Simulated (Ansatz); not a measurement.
# Sr2CaTi3O9 (perovskite [001] superlattice) (P4mm): the gap up the ladder of methods, part 2 of 2

Aim: the gap of Sr2CaTi3O9 (perovskite [001] superlattice) (P4mm) at several levels of theory on one structure, with the time that each takes.

Ansatz 0.2.0; density functionals, hybrids and G0W0, plane waves, PAW. Known limits of the many-body steps: finite bands, screening cutoff and k mesh; no spin-orbit coupling in G0W0; screening cutoff under 40 eV in some runs.

So far. Step 3 (LDA+SOC on the 6×6×2 mesh): Over mesh and listed points the gap is 1.817 eV, from k = (0.500, 0.500, 0.500) to k = Γ. The least direct gap found is 2.304 eV, at k = Γ. LDA+SOC against LDA: 1.817 − 1.818 = −0.001 eV, with the same mesh, set of files (read in its fully relativistic form for the spin-orbit run) and cutoff, and both edges at the same k points.

The structure was built from a prototype and need not be the compound's stable phase.

### Step 5. G0W0@LDA, 4×4×2 mesh, 329 empty bands, screening to 90 eV, PAW set soft_1 files

G0W0 replaces the xc potential by a self-energy built once from the orbitals of the start. Levels are corrected in the window of bands that the input names, at points of the mesh.

This step: G0W0 on LDA, plane waves, PAW; PAW set soft_1.

Input file input.yaml:

```yaml
crystal:
  lattice:
    - [3.8332940289, 0.0, 0.0]
    - [0.0, 3.8332940289, 0.0]
    - [0.0, 0.0, 11.5724503175]
  atoms:
    - { symbol: Sr, position: [0.0, 0.0, 0.0888685092] }
    - { symbol: O, position: [0.5, 0.5, 0.0805421152] }
    - { symbol: Ti, position: [0.5, 0.5, 0.2561651559] }
    - { symbol: O, position: [0.5, 0.0, 0.2470993584] }
    - { symbol: O, position: [0.0, 0.5, 0.2470993584] }
    - { symbol: Sr, position: [0.0, 0.0, 0.4250208297] }
    - { symbol: O, position: [0.5, 0.5, 0.4163779302] }
    - { symbol: Ti, position: [0.5, 0.5, 0.5916964269] }
    - { symbol: O, position: [0.5, 0.0, 0.5839199035] }
    - { symbol: O, position: [0.0, 0.5, 0.5839199035] }
    - { symbol: Ca, position: [0.0, 0.0, 0.7607153989] }
    - { symbol: O, position: [0.5, 0.5, 0.7499687] }
    - { symbol: Ti, position: [0.5, 0.5, 0.9195730861] }
    - { symbol: O, position: [0.5, 0.0, 0.9091378926] }
    - { symbol: O, position: [0.0, 0.5, 0.9091378926] }
kpoints:
  mp_grid: { grid: [4, 4, 2] }
hamiltonian:
  xc: lda
  pseudopotentials: { kind: paw, azcp: { folder: soft_1 }, xc_functional: pbe }
scf:
  occupations: { method: fixed }
gw:
  n_empty_bands: 329
  ecut_chi: 90.0
  qp_bands: [v4, c4]
  qp_kpoints: band_edges
  screening: { model: contour_deformation }
```

Started as:

```sh
$ ansatz run input.yaml --threads 4 --pin off --max-ram 17510MiB --backend cpu --events-out ev --progress --plain --runs-dir out
```

Numbers of over 12 decimals in the logs are rounded to 6 here.

Log:

```text
[...]
Crystal: 15 atoms, lattice volume = 170.047 Å³
Basis set: ecut = 420 eV, 3351 PW (Γ)
Bands: 75, of which v1, the nominal top of the filled ones, is band 60 counted from 1 (59 counted from 0)
Symmetry: 8 space group operations
[...]
k-points: 12 of 32
[...]
11    60      9.9650   -26.0485     4.7951   -21.2139  0.7300     9.9256     9.9256  root
    11    61     14.0408   -14.7101    -7.1278   -23.6143  0.7043    15.9274    15.8172  root ?
    11    62     14.0408   -14.7101    -7.1278   -23.6143  0.7043    15.9274    15.8172  root ?
    11    63     14.1138   -14.7171    -7.1627   -23.6541  0.7027    15.9992    15.8881  root ?
    11    64     14.1138   -14.7171    -7.1627   -23.6541  0.7027    15.9992    15.8881  root ?
[key lines of the parts left out:]
SCF converged after 11 iterations
Free energy (F): -21036.208945 eV
Fermi energy:    9.965033 eV
```

Elapsed: 4.5 min, on 4 threads of Arm Neoverse V1, shared host; peak memory 2.5 GiB; 18 min of CPU time.

Numbers from this step:

- bands summed: 389
- RPA ε∞ on this mesh (eigenvalues): 5.902, 6.348, 6.348
- plane waves in the screening matrix: 305
- G0W0 gap over the corrected points: 3.596 eV
- k of the valence top: -0.5, -0.5, -0.5
- k of the conduction bottom: 0, 0, 0
- starting gap on the mesh: 1.810 eV
- Z at the valence top: 0.7300
- Z at the conduction bottom: 0.7527
- least direct G0W0 gap over the corrected points: 4.069 eV

Over 9 of 12 irreducible mesh points the G0W0 gap is 3.596 eV, from k = (-0.500, -0.500, -0.500) to k = Γ. The LDA gap of this run on the mesh is 1.810 eV. The two states that bound the G0W0 gap lie that far apart at the start, so the correction of the gap is 3.596 − 1.810 = +1.786 eV. The program marks 16 of the 72 corrected levels as in doubt (energies apart), neither edge state among them.

### Step 6. The ladder

Each gap is the least one over the points named; times are wall times on shared hosts, not benchmarks. A G0W0 time includes the run's own self-consistent start. Runs with listed points see these and the mesh alone, so an edge that moves elsewhere is missed. Rows marked * are further runs, not shown as steps, whose inputs differ from the G0W0 step on the same start in the columns given; solver thresholds can differ too. Rows marked ? have an edge level that the program doubts. Symmetry makes (0.500, 0.500, 0.500) and (-0.500, -0.500, -0.500) one point.

```
     level   mesh       files, cutoff  bands summed, screening                           points  gap (eV)               valence top  conduction bottom  least direct gap (eV)     time
       LDA  6×6×2  soft_1 PAW, 420 eV                        -                    mesh and path     1.818     (0.500, 0.500, 0.500)                  Γ                  2.323     31 s
   LDA+SOC  6×6×2  soft_1 PAW, 420 eV                        -           mesh and listed points     1.817     (0.500, 0.500, 0.500)                  Γ                  2.304     94 s
     HSE06  4×4×2  soft_1 PAW, 420 eV                        -           mesh and listed points     3.414     (0.500, 0.500, 0.500)                  Γ                  3.958  2.2 min
G0W0@LDA*?  4×4×2  soft_1 PAW, 420 eV               143, 36 eV  9 of 12 irreducible mesh points     4.147  (-0.500, -0.500, -0.500)                  Γ                  4.596     67 s
  G0W0@LDA  4×4×2  soft_1 PAW, 420 eV               389, 90 eV  9 of 12 irreducible mesh points     3.596  (-0.500, -0.500, -0.500)                  Γ                  4.069  4.5 min
```

### Step 7. Summary of results

| Item | Value |
| --- | --- |
| LDA, over mesh and path | 1.818 eV |
| LDA+SOC, over mesh and listed points | 1.817 eV |
| HSE06, over mesh and listed points | 3.414 eV |
| G0W0@LDA (389 bands, 4×4×2), over 9 of 12 irreducible mesh points | 3.596 eV |
| known limits | finite bands, screening cutoff and k mesh; no spin-orbit coupling in G0W0; screening cutoff under 40 eV in some runs |

**Reading.** The rows run from 1.817 eV (LDA+SOC) to 4.147 eV (G0W0@LDA (143 bands, 4×4×2)). They differ in mesh, bands and screening cutoff of G0W0 and the points over which the gap was sought as well as in level, so only pairs that share these are like for like. LDA+SOC against LDA: 1.817 − 1.818 = −0.001 eV, with the same mesh, set of files (read in its fully relativistic form for the spin-orbit run) and cutoff, and both edges at the same k points. The spin-orbit run sees mesh and listed points alone, so its gap is an upper bound: the coupling can move an edge off these points, the more so as this crystal has no centre of inversion, and the change over the zone, its sign included where it is small, is not known. G0W0@LDA (389 bands, 4×4×2) moves the gap of its own start on the mesh by 3.596 − 1.810 = +1.786 eV, between the same two levels. Both edges that LDA shows over mesh and path lie at k points where levels were corrected. Levels at other points were not corrected, so a lower G0W0 gap elsewhere in the zone is not ruled out. What spin-orbit coupling does to the G0W0 levels was not computed, so no sum with the G0W0 gap is formed. For G0W0@LDA: from 143 bands and 36 eV to 389 bands and 90 eV the gap moves by 3.596 − 4.147 = −0.551 eV; bands and screening cutoff rise together, so their parts are not told apart. Two runs can't test a law of convergence, so the limit is not known. For G0W0@LDA (389 bands, 4×4×2): the program marks 16 of the 72 corrected levels as in doubt (energies apart), neither edge state among them. The G0W0 runs are scalar-relativistic. No pair of G0W0 runs that differ in the mesh alone is shown (4×4×2 is a supercell whose nearest images lie 15 Å apart), so the error from the mesh is not known here. G0W0 is shown with one set of atomic data (soft_1 PAW), so the error from the files is not known here. A screening cutoff under 40 eV is crude: G0W0@LDA with 143 bands at 36 eV.

[Paths, hosts, dates, memory and timing lines, banners, echoed tables and standing remarks are left out of the program output.]

[Logs are printed without paths, hosts, clocks, repeated set-up lines and the standing remarks that a program may print on its own settings, such as how far it seeks lower states.]

[Runs of the session that timed out or met a known fault of the program may be left out.]

[Cells called generated may have been cut or substituted from an entry of the Crystallography Open Database or the Materials Project.]

[Hosts, paths, dates, database ids (printed as entryN), source tags and the programs' standing remarks are cut or masked in the printed files.]

[Where an RPA ε∞ is given, it is that of the G0W0 mesh and is not shown converged in it. Names of k-points follow the symmetry that the program found, which can be lower than the space group named. Band edges on a path are those of the sampled points; other points can move an edge, and change direct to indirect where valleys lie close.]

[Hybrid gaps are those of their k-mesh and are not shown converged in it.]
